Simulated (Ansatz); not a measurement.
## WS2 monolayer (2H) under biaxial strain in the plane of the sheet

Aim: how do the optical modes of WS2 monolayer (2H) shift and split under this strain?

Program: Ansatz 0.2.0. Level of theory: DFT PBEsol, scalar-relativistic, plane waves, PAW; PAW set soft_1. Results are calculated unless marked as measured.

Report form: the programs' logs are mostly left out.

### Step 1. Starting point

The cell holds 3 atoms: 1 W and 2 S. Cell: a = 3.170 Å, b = 3.170 Å, c = 30.000 Å, α = 90.0°, β = 90.0°, γ = 120.0°. Vacuum lies along c. The height across the vacuum is the one that the program set for its solve, not the one typed.

### Step 2. Relaxation

The cell and atoms are relaxed, since residual forces and stress would shift the frequencies. The program lengthens the typed cell of 20.0 Å along the normal to 30.0 Å, as its cut-off of the electrostatics needs, and moves no atom.

Contents of input.yaml:

```yaml
crystal:
  lattice:
    - [3.17, 0.0, 0.0]
    - [-1.585, 2.7453, 0.0]
    - [0.0, 0.0, 20.0]
  atoms:
    - { symbol: W, position: [0.333333, 0.666667, 0.5] }
    - { symbol: S, position: [0.666667, 0.333333, 0.5775] }
    - { symbol: S, position: [0.666667, 0.333333, 0.4225] }
  periodic: [true, true, false]
kpoints:
  mp_grid: { grid: [12, 12, 1] }
hamiltonian:
  xc: pbesol
  pseudopotentials: { kind: paw, azcp: { folder: soft_1 }, xc_functional: pbe }
scf:
  occupations: { method: gaussian, width: 0.02 }
output:
  forces: true
  stress: true
  eigenvalues: true
relax:
  adjacent_minimum: "off"
  f_tol: 0.005
  max_steps: 80
  cell: { stress_2d_tol: 0.02 }
```

Launch:

```
$ ansatz run input.yaml --threads 4 --pin off --max-ram 16384MiB --backend cpu --events-out ev --progress --plain --runs-dir out
```

Run time: 14 s. Hardware: 4 threads of Arm Neoverse V2, shared host; peak memory 0.53 GiB.

The steps of the relaxation:

| step | energy less that of the first step (eV) | largest force component (eV/Å) | volume (Å³) |
| --- | --- | --- | --- |
| 1 | 0.0000 | 0.1663 | 261.08 |
| 2 | -0.0026 | 0.2153 | 254.49 |
| 3 | -0.0074 | 0.0100 | 257.22 |
| 4 | -0.0074 | 0.0011 | 257.14 |
| 5* | -0.0071 | 0.0010 | 257.14 |

Relaxation steps marked * repeat the geometry before them on a plane-wave basis chosen anew for their cell, so energy and pressure can jump there.

Forces are held to the 12 operations that the run works with; a distortion that breaks them can't arise in this run.

| cell as run | before | after | change |
| --- | --- | --- | --- |
| a (Å) | 3.170 | 3.146 | -0.8 % |
| b (Å) | 3.170 | 3.146 | -0.8 % |

The atoms that moved most (Å, along periodic axes as changes of fractional coordinates times the final cell, across vacuum about the mean position):

| atom | dx | dy | dz | length |
| --- | --- | --- | --- | --- |
| S2 | 0.000 | 0.000 | 0.017 | 0.017 |
| S3 | 0.000 | 0.000 | -0.017 | 0.017 |

Final coordinates:

```
W S
1.0
     3.14597    0.00000    0.00000
    -1.57299    2.72449    0.00000
     0.00000    0.00000   30.00000
W S
1 2
Cartesian
  0.0000 1.8163 10.0000
  1.5730 0.9082 11.5669
  1.5730 0.9082 8.4331
```

This step gave:

* gap on the k-mesh: 1.937 eV
* area per atom: 2.857 Å²

The relaxation ends with a largest force component of 0.0010 eV/Å.

### Step 3. Tight relaxation

Phonons need small forces and stress, so the relaxation is finished with tight tolerances on 12×12×1 k points.

Contents of input.yaml:

```yaml
crystal:
  lattice:
    - [3.145972506, 0.0, 0.0]
    - [-1.572986253, 2.7244921098, 0.0]
    - [0.0, 0.0, 30.0]
  atoms:
    - { symbol: W, position: [0.3333333333, 0.6666666667, 0.3333333333] }
    - { symbol: S, position: [0.6666666667, 0.3333333333, 0.3855624159] }
    - { symbol: S, position: [0.6666666667, 0.3333333333, 0.2811042508] }
  periodic: [true, true, false]
kpoints:
  mp_grid: { grid: [12, 12, 1] }
hamiltonian:
  xc: pbesol
  pseudopotentials: { kind: paw, azcp: { folder: soft_1 }, xc_functional: pbe }
scf:
  occupations: { method: fixed }
output:
  forces: true
  stress: true
  eigenvalues: true
  write_density: true
  write_potential: true
  elf: true
  volumetric_format: npy
relax:
  adjacent_minimum: "off"
  f_tol: 0.001
  max_steps: 60
  cell: { stress_2d_tol: 0.002 }
```

It took 12 s on 4 threads; peak memory 0.53 GiB; 45 s of CPU time.

Little changed from the start: no atom moved by 0.005 Å and no cell edge by 0.1 %.

Valence density in the ac plane at fractional y = 0.333, with atoms of S within 0.2 Å of it. It is the smooth field of the valence electrons, not physical close to the nuclei.

Values in e/Å³, 24 rows by 16 columns, each cell a mean:
```
0.0 0.0 0.0 0.0 0.0 0.0 0.0 0.0 0.0 0.0 0.0 0.0 0.0 0.0 0.0 0.0
0.0 0.0 0.0 0.0 0.0 0.0 0.0 0.0 0.0 0.0 0.0 0.0 0.0 0.0 0.0 0.0
0.0 0.0 0.0 0.0 0.0 0.0 0.0 0.0 0.0 0.0 0.0 0.0 0.0 0.0 0.0 0.0
0.0 0.0 0.0 0.0 0.0 0.0 0.0 0.0 0.0 0.0 0.0 0.0 0.0 0.0 0.0 0.0
0.0 0.0 0.0 0.0 0.0 0.0 0.0 0.0 0.0 0.0 0.0 0.0 0.0 0.0 0.0 0.0
0.0 0.0 0.0 0.0 0.0 0.0 0.0 0.0 0.0 0.0 0.0 0.0 0.0 0.0 0.0 0.0
0.0 0.0 0.0 0.0 0.0 0.0 0.0 0.0 0.0 0.0 0.0 0.0 0.0 0.0 0.0 0.0
0.0 0.0 0.0 0.0 0.0 0.0 0.0 0.0 0.0 0.0 0.0 0.0 0.0 0.0 0.0 0.0
0.0 0.0 0.0 0.0 0.0 0.0 0.0 0.0 0.0 0.0 0.0 0.0 0.0 0.0 0.0 0.0
0.0 0.0 0.0 0.0 0.0 0.0 0.0 0.0 0.0 0.0 0.0 0.0 0.0 0.0 0.0 0.0
0.0 0.0 0.0 0.0 0.0 0.0 0.0 0.0 0.0 0.0 0.0 0.0 0.0 0.0 0.0 0.0
0.0 0.0 0.0 0.0 0.0 0.0 0.0 0.0 0.0 0.0 0.0 0.0 0.0 0.0 0.0 0.0
0.0 0.0 0.0 0.0 0.0 0.0 0.0 0.0 0.0 0.0 0.0 0.0 0.0 0.0 0.0 0.0
0.0 0.0 0.0 0.0 0.0 0.0 0.1 0.1 0.1 0.2 0.2 0.2 0.2 0.1 0.1 0.1
0.4 0.2 0.1 0.1 0.2 0.3 0.5 0.8 1.0 0.9 0.8 0.7 0.9 1.0 0.9 0.6
0.5 0.5 0.6 0.6 0.6 0.5 0.5 0.5 0.6 0.6 0.6 0.6 0.6 0.6 0.5 0.5
0.5 0.4 0.4 0.5 0.4 0.5 0.5 0.6 0.7 0.7 0.7 0.7 0.7 0.7 0.6 0.5
0.3 0.2 0.1 0.1 0.1 0.2 0.4 0.7 0.9 0.9 0.7 0.7 0.8 0.9 0.8 0.5
0.0 0.0 0.0 0.0 0.0 0.0 0.0 0.0 0.1 0.1 0.1 0.1 0.1 0.1 0.1 0.0
0.0 0.0 0.0 0.0 0.0 0.0 0.0 0.0 0.0 0.0 0.0 0.0 0.0 0.0 0.0 0.0
0.0 0.0 0.0 0.0 0.0 0.0 0.0 0.0 0.0 0.0 0.0 0.0 0.0 0.0 0.0 0.0
0.0 0.0 0.0 0.0 0.0 0.0 0.0 0.0 0.0 0.0 0.0 0.0 0.0 0.0 0.0 0.0
0.0 0.0 0.0 0.0 0.0 0.0 0.0 0.0 0.0 0.0 0.0 0.0 0.0 0.0 0.0 0.0
0.0 0.0 0.0 0.0 0.0 0.0 0.0 0.0 0.0 0.0 0.0 0.0 0.0 0.0 0.0 0.0
```
Columns run along a (3.1 Å), rows up along c (30.0 Å). Atoms in or near the plane, at fractional coordinates: S at (0.67, 0.39), S at (0.67, 0.28).

Electrostatic potential energy in the ac plane at fractional y = 0.333, with atoms of S within 0.2 Å of it. With pseudopotentials it is smooth inside the atoms' cores, unlike the true potential.

Values in eV, 24 rows by 16 columns, each cell a mean:
```
  0   0   0   0   0   0   0   0   0   0   0   0   0   0   0   0
  0   0   0   0   0   0   0   0   0   0   0   0   0   0   0   0
  0   0   0   0   0   0   0   0   0   0   0   0   0   0   0   0
  0   0   0   0   0   0   0   0   0   0   0   0   0   0   0   0
  0   0   0   0   0   0   0   0   0   0   0   0   0   0   0   0
  0   0   0   0   0   0   0   0   0   0   0   0   0   0   0   0
  0   0   0   0   0   0   0   0   0   0   0   0   0   0   0   0
  0   0   0   0   0   0   0   0   0   0   0   0   0   0   0   0
  0   0   0   0   0   0   0   0   0   0   0   0   0   0   0   0
  0   0   0   0   0   0   0   0   0   0   0   0   0   0   0   0
  0   0   0   0   0   0   0   0   0   0   0   0   0   0   0   0
  0   0   0   0   0   0   0   0   0   0   0   0   0   0   0   0
  0   0   0   0   0   0   0   0   0   0   0   0   0   0   0   0
 -1  -1   0   0  -1  -1  -1  -1  -2  -3  -3  -4  -3  -2  -2  -1
 -7  -4  -3  -3  -3  -6 -11 -23 -32 -34 -35 -35 -34 -32 -28 -14
-12 -15 -17 -18 -16 -14 -11 -11 -13 -15 -16 -16 -16 -14 -11 -11
-11 -12 -14 -14 -13 -12 -11 -14 -18 -20 -21 -21 -21 -19 -15 -11
 -6  -3  -2  -2  -3  -5  -9 -20 -27 -30 -31 -31 -30 -28 -23 -12
  0   0   0   0   0   0  -1  -1  -1  -1  -1  -1  -1  -1  -1  -1
  0   0   0   0   0   0   0   0   0   0   0   0   0   0   0   0
  0   0   0   0   0   0   0   0   0   0   0   0   0   0   0   0
  0   0   0   0   0   0   0   0   0   0   0   0   0   0   0   0
  0   0   0   0   0   0   0   0   0   0   0   0   0   0   0   0
  0   0   0   0   0   0   0   0   0   0   0   0   0   0   0   0
```
Columns run along a (3.1 Å; values clipped at the 3rd and 97th percentile), rows up along c (30.0 Å). Atoms in or near the plane, at fractional coordinates: S at (0.67, 0.39), S at (0.67, 0.28).

ELF in the ac plane at fractional y = 0.333, with atoms of S within 0.2 Å of it. It is the smooth field of the valence electrons, not physical close to the nuclei.

Ten even steps from '0' (0.00) to '9' (0.84), each cell a mean:
```
0000000000000000
0000000000000000
0000000000000000
0000000000000000
0000000000000000
0000000000000000
0000000000000000
0000000000000000
0000000000000000
0000000000000000
0000000000000000
0000000000000000
0000000001111000
3000024689999875
8411379986445899
3322334565555654
4322345676555676
7411369997556899
2000013577888764
0000000000000000
0000000000000000
0000000000000000
0000000000000000
0000000000000000
```
Columns run along a (3.1 Å), rows up along c (30.0 Å). Atoms in or near the plane, at fractional coordinates: S at (0.67, 0.39), S at (0.67, 0.28).

The largest force component left is 0.060 meV/Å, within the tolerances set.

### Step 4. Modes at rest

The force constants come from the linear response of the density to a displacement.

The modes at rest are the reference of the series.

input.yaml, the sections that differ from step 3:

```yaml
crystal:
  lattice:
    - [3.1458467052, 0.0, 0.0]
    - [-1.5729233526, 2.7243831631, 0.0]
    - [0.0, 0.0, 30.0]
  atoms:
    - { symbol: W, position: [0.3333333333, 0.6666666667, 0.3333333333] }
    - { symbol: S, position: [0.6666666667, 0.3333333333, 0.3855621539] }
    - { symbol: S, position: [0.6666666667, 0.3333333333, 0.2811045128] }
  periodic: [true, true, false]
output:
  eigenvalues: true
phonons:
  method: dfpt
# kpoints, hamiltonian, scf: as in step 3
# relax: removed
```

It took 28 s on 4 threads; peak memory 1 GiB; 1.8 min of CPU time.

Numbers from this step:

```yaml
sum_rule_residual_before_enforcement: 7.09e-5 eV/Å²
point_group: -6m2
highest_optical_mode_at_the_zone_centre_no_lo_to_term: 437.9 cm⁻¹
lowest_optical_zone_centre_mode: 295.3 cm⁻¹
```

Without the LO-TO term. Patterns of degenerate modes are one choice out of their space. The modes at Γ (shares of kinetic energy by element, %):

| mode | frequency (cm⁻¹) | symmetry | W % | S % |
| --- | --- | --- | --- | --- |
| 1 | 0.0 | acoustic | 74 | 26 |
| 2 | 0.0 | acoustic | 74 | 26 |
| 3 | 0.0 | acoustic | 74 | 26 |
| 4 | 295.3 | E'' | 0 | 100 |
| 5 | 295.3 | E'' | 0 | 100 |
| 6 | 355.6 | E' | 26 | 74 |
| 7 | 355.6 | E' | 26 | 74 |
| 8 | 416.2 | A1' | 0 | 100 |
| 9 | 437.9 | A2'' | 26 | 74 |

Displacements in mode 4 (295.3 cm⁻¹), the largest set to 1:
```
W1   0.00  0.00  0.00
S2   0.09 -1.00  0.00
S3  -0.09  1.00  0.00
```

Displacements in mode 9 (437.9 cm⁻¹), the largest set to 1:
```
W1   0.00  0.00 -0.35
S2   0.00  0.00  1.00
S3   0.00  0.00  1.00
```

Before it was imposed, the acoustic sum rule was missed by 7.1e-5 eV/Å². Small misses are needed for a sound result but don't prove that mesh and cutoff are converged. The lowest optical mode is real, 295 cm⁻¹.

### Step 5. A member of the series: biaxial strain of +5 % in the plane of the sheet

The cell takes a biaxial strain of +5 % in the plane of the sheet. The cell is held, and the atoms relax in it.

input.yaml, the sections that differ from step 4:

```yaml
crystal:
  lattice:
    - [3.3031390404, 0.0, 0.0]
    - [-1.6515695202, 2.8606023212, 0.0]
    - [0.0, 0.0, 30.0]
  atoms:
    - { symbol: W, position: [0.3333333333, 0.6666666667, 0.3333333333] }
    - { symbol: S, position: [0.6666666667, 0.3333333333, 0.3841089052] }
    - { symbol: S, position: [0.6666666667, 0.3333333333, 0.2825577614] }
  periodic: [true, true, false]
output:
  forces: true
  stress: true
  eigenvalues: true
relax:
  adjacent_minimum: "off"
  f_tol: 0.001
  max_steps: 60
# kpoints, hamiltonian, scf: as in step 4
# phonons: removed
```

Run time: 10 s. Hardware: 4 threads; peak memory 0.54 GiB.

The steps of the relaxation:

| step | energy less that of the first step (eV) | largest force component (eV/Å) |
| --- | --- | --- |
| 1 | 0.0000 | 0.1941 |
| 2 | -0.0008 | 0.1529 |
| 3 | -0.0019 | 0.0009 |
| 4 | -0.0019 | 0.0009 |

The run keeps the 12 symmetry operations that it works with, so distortions that break them were not tested.

The atoms that moved most (Å):

| atom | dx | dy | dz | length |
| --- | --- | --- | --- | --- |
| S3 | 0.000 | 0.000 | 0.010 | 0.010 |
| S2 | 0.000 | 0.000 | -0.010 | 0.010 |

Final coordinates:

```xyz
3
Lattice="3.3031 0.0000 0.0000 -1.6516 2.8606 0.0000 0.0000 0.0000 30.0000" Properties=species:S:1:pos:R:3
W     0.0000    1.9071   10.0000
S     1.6516    0.9535   11.5132
S     1.6516    0.9535    8.4868
```

Numbers from this step:

| Quantity | Value |
| --- | --- |
| gap on the k-mesh | 0.8386 eV |
| area per atom | 3.15 Å² |

The largest force component left is 0.91 meV/Å.

### Step 6. Modes of this member: biaxial strain of +5 % in the plane of the sheet

The zone-centre modes follow for biaxial strain of +5 % in the plane of the sheet.

input.yaml, the sections that differ from step 5:

```yaml
crystal:
  lattice:
    - [3.3031390404, 0.0, 0.0]
    - [-1.6515695202, 2.8606023212, 0.0]
    - [0.0, 0.0, 30.0]
  atoms:
    - { symbol: W, position: [0.3333333333, 0.6666666667, 0.3333333333] }
    - { symbol: S, position: [0.6666666667, 0.3333333333, 0.3837742431] }
    - { symbol: S, position: [0.6666666667, 0.3333333333, 0.2828924235] }
  periodic: [true, true, false]
output:
  eigenvalues: true
phonons:
  method: dfpt
# kpoints, hamiltonian, scf: as in step 5
# relax: removed
```

It took 28 s on 4 threads; peak memory 1.1 GiB.

Numbers from this step:

| Quantity | Value |
| --- | --- |
| sum-rule residual before enforcement | 6.28e-5 eV/Å² |
| highest optical mode at the zone centre (no LO-TO term) | 410.6 cm⁻¹ |
| lowest optical zone-centre mode | 279.1 cm⁻¹ |

Without the LO-TO term. Patterns of degenerate modes are one choice out of their space. The modes at Γ (shares of kinetic energy by element, %):

| mode | frequency (cm⁻¹) | symmetry | W % | S % |
| --- | --- | --- | --- | --- |
| 1 | 0.0 | acoustic | 74 | 26 |
| 2 | 0.0 | acoustic | 74 | 26 |
| 3 | 0.0 | acoustic | 74 | 26 |
| 4 | 279.1 | E'' | 0 | 100 |
| 5 | 279.1 | E'' | 0 | 100 |
| 6 | 331.0 | E' | 26 | 74 |
| 7 | 331.0 | E' | 26 | 74 |
| 8 | 408.6 | A1' | 0 | 100 |
| 9 | 410.6 | A2'' | 26 | 74 |

The lowest optical mode is real, 279 cm⁻¹, and the highest lies at 410.6 cm⁻¹.

For the highest optical mode at the zone centre (no LO-TO term), step 4 gave 438 cm⁻¹; this run, with strain 5 %, gives 411 cm⁻¹ (-6 %).

### Step 7. A member of the series: biaxial strain of -3 % in the plane of the sheet

The cell takes a biaxial strain of -3 % in the plane of the sheet. The cell is held, and the atoms relax in it.

input.yaml, the sections that differ from step 6:

```yaml
crystal:
  lattice:
    - [3.051471304, 0.0, 0.0]
    - [-1.525735652, 2.6426516682, 0.0]
    - [0.0, 0.0, 30.0]
  atoms:
    - { symbol: W, position: [0.3333333333, 0.6666666667, 0.3333333333] }
    - { symbol: S, position: [0.6666666667, 0.3333333333, 0.3863492866] }
    - { symbol: S, position: [0.6666666667, 0.3333333333, 0.28031738] }
  periodic: [true, true, false]
output:
  forces: true
  stress: true
  eigenvalues: true
relax:
  adjacent_minimum: "off"
  f_tol: 0.001
  max_steps: 60
# kpoints, hamiltonian, scf: as in step 6
# phonons: removed
```

Wall time 9.7 s (4 threads); peak memory 0.51 GiB; 37 s of CPU time.

Relaxation path:

| step | energy less that of the first step (eV) | largest force component (eV/Å) |
| --- | --- | --- |
| 1 | 0.0000 | 0.2598 |
| 2 | -0.0027 | 0.0936 |
| 3 | -0.0032 | 0.0002 |
| 4 | -0.0032 | 0.0002 |

Forces are held to the 12 operations that the run works with; a distortion that breaks them can't arise in this run.

The atoms that moved most (Å):

| atom | dx | dy | dz | length |
| --- | --- | --- | --- | --- |
| S2 | 0.000 | 0.000 | 0.012 | 0.012 |
| S3 | 0.000 | 0.000 | -0.012 | 0.012 |

The relaxed structure:

```cif
data_structure
_symmetry_space_group_name_H-M 'P 1'
_symmetry_Int_Tables_number 1
_cell_length_a 3.0515
_cell_length_b 3.0515
_cell_length_c 30.0000
_cell_angle_alpha 90.000
_cell_angle_beta 90.000
_cell_angle_gamma 120.000
_cell_volume 241.92
loop_
_atom_site_label
_atom_site_type_symbol
_atom_site_fract_x
_atom_site_fract_y
_atom_site_fract_z
_atom_site_occupancy
W1 W 0.33333 0.66667 0.33333 1
S2 S 0.66667 0.33333 0.38676 1
S3 S 0.66667 0.33333 0.27991 1
```

This step gave:

```
gap on the k-mesh : 1.826 eV
area per atom     : 2.688 Å²
```

The largest force component left is 0.18 meV/Å.

### Step 8. Zone-centre modes of the member: biaxial strain of -3 % in the plane of the sheet

The zone-centre modes follow for biaxial strain of -3 % in the plane of the sheet.

input.yaml, the sections that differ from step 7:

```yaml
crystal:
  lattice:
    - [3.051471304, 0.0, 0.0]
    - [-1.525735652, 2.6426516682, 0.0]
    - [0.0, 0.0, 30.0]
  atoms:
    - { symbol: W, position: [0.3333333333, 0.6666666667, 0.3333333333] }
    - { symbol: S, position: [0.6666666667, 0.3333333333, 0.3867564851] }
    - { symbol: S, position: [0.6666666667, 0.3333333333, 0.2799101816] }
  periodic: [true, true, false]
output:
  eigenvalues: true
phonons:
  method: dfpt
# kpoints, hamiltonian, scf: as in step 7
# relax: removed
```

Wall time 28 s (4 threads); peak memory 0.98 GiB.

This step gave:

```
sum-rule residual before enforcement                    : 2.32e-4 eV/Å²
highest optical mode at the zone centre (no LO-TO term) : 450.5 cm⁻¹
lowest optical zone-centre mode                         : 300.6 cm⁻¹
```

Without the LO-TO term. Patterns of degenerate modes are one choice out of their space. The modes at Γ (shares of kinetic energy by element, %):

| mode | frequency (cm⁻¹) | symmetry | W % | S % |
| --- | --- | --- | --- | --- |
| 1 | 0.0 | acoustic | 74 | 26 |
| 2 | 0.0 | acoustic | 74 | 26 |
| 3 | 0.0 | acoustic | 74 | 26 |
| 4 | 300.6 | E'' | 0 | 100 |
| 5 | 300.6 | E'' | 0 | 100 |
| 6 | 364.4 | E' | 26 | 74 |
| 7 | 364.4 | E' | 26 | 74 |
| 8 | 421.2 | A1' | 0 | 100 |
| 9 | 450.5 | A2'' | 26 | 74 |

The lowest optical mode is real, 301 cm⁻¹, and the highest lies at 450.5 cm⁻¹.

Between step 4 and this run (strain -3 %) the value for the highest optical mode at the zone centre (no LO-TO term) moves from 438 cm⁻¹ to 451 cm⁻¹ (+3 %).

### Step 9. The series together

The members are set side by side, also those not shown above.

Energies are extrapolated to zero smearing, and E0 is that at rest; the cell is clamped and the atoms are relaxed. State of the crystal along the series:

| strain (%) | E - E0 (meV/atom) | gap on mesh (eV) |
| --- | --- | --- |
| -3 | 31.77 | 1.826 |
| -2 | 13.82 | 1.895 |
| -1 | 3.389 | 1.961 |
| 0 | 0 | 1.937 |
| 1 | 3.256 | 1.782 |
| 2 | 12.76 | 1.52 |
| 3 | 28.15 | 1.275 |
| 4 | 49.1 | 1.048 |
| 5 | 75.3 | 0.8386 |

Optical modes are counted from below at rest and tracked from member to member by their patterns, and modes that stay within 0.3 cm⁻¹ of each other stand once; labels, where given, are those at rest; the cell is clamped and the atoms are relaxed. Optical modes along the series:

| strain (%) | optical mode 1 E'' (cm⁻¹) | optical mode 2 E' (cm⁻¹) | optical mode 3 A1' (cm⁻¹) | optical mode 4 A2'' (cm⁻¹) |
| --- | --- | --- | --- | --- |
| -3 | 300.6 | 364.4 | 421.2 | 450.5 |
| -2 | 299.2 | 362 | 419.5 | 446.6 |
| -1 | 297.5 | 359.1 | 417.8 | 442.4 |
| 0 | 295.3 | 355.6 | 416.2 | 437.9 |
| 1 | 292.8 | 351.6 | 414.6 | 433 |
| 2 | 289.9 | 347.1 | 413.1 | 427.9 |
| 3 | 286.6 | 342.2 | 411.6 | 422.4 |
| 4 | 283 | 336.8 | 410.1 | 416.6 |
| 5 | 279.1 | 331 | 408.6 | 410.6 |

Value and slope at zero strain of a cubic (a lower polynomial where under five rows exist) through the rows within 2 % of rest. Slopes at rest:

| mode | frequency (cm⁻¹) | shift per percent of strain (cm⁻¹) |
| --- | --- | --- |
| optical mode 1 E'' | 295.3 | -2.33 |
| optical mode 2 E' | 355.6 | -3.73 |
| optical mode 3 A1' | 416.2 | -1.59 |
| optical mode 4 A2'' | 437.9 | -4.71 |

### Step 10. Summary of results

- members: 9
- highest optical mode at the zone centre (no LO-TO term), at rest: 437.9 cm⁻¹
- optical mode 1 E'', shift per percent: -2.33 cm⁻¹
- optical mode 2 E', shift per percent: -3.73 cm⁻¹
- optical mode 3 A1', shift per percent: -1.59 cm⁻¹
- optical mode 4 A2'', shift per percent: -4.71 cm⁻¹

What this shows: The fastest shift in the table of slopes is -4.7 cm⁻¹ for each percent (optical mode 4 A2''). These are harmonic frequencies at zero temperature: anharmonic shifts, linewidths and thermal expansion are left out. Spin-orbit coupling is left out, which can matter for the heavy elements here. The starting cell was built on a prototype and not taken from a measurement. The PAW files were made for PBE; the program adapts parts of them to the functional of the run, but their partial waves stay those of PBE, an approximation that was not tested in this session. Only the zone centre was solved, so an instability at another wavevector cannot show here. In a sheet the LO-TO splitting vanishes at the zone centre, so no such term is missing here.

[Logs are printed without paths, hosts, clocks, repeated set-up lines and the standing remarks that a program may print on its own settings, such as how far it seeks lower states.]

[Hosts, paths, dates, database ids (printed as entryN), source tags and the programs' standing remarks are cut or masked in the printed files.]
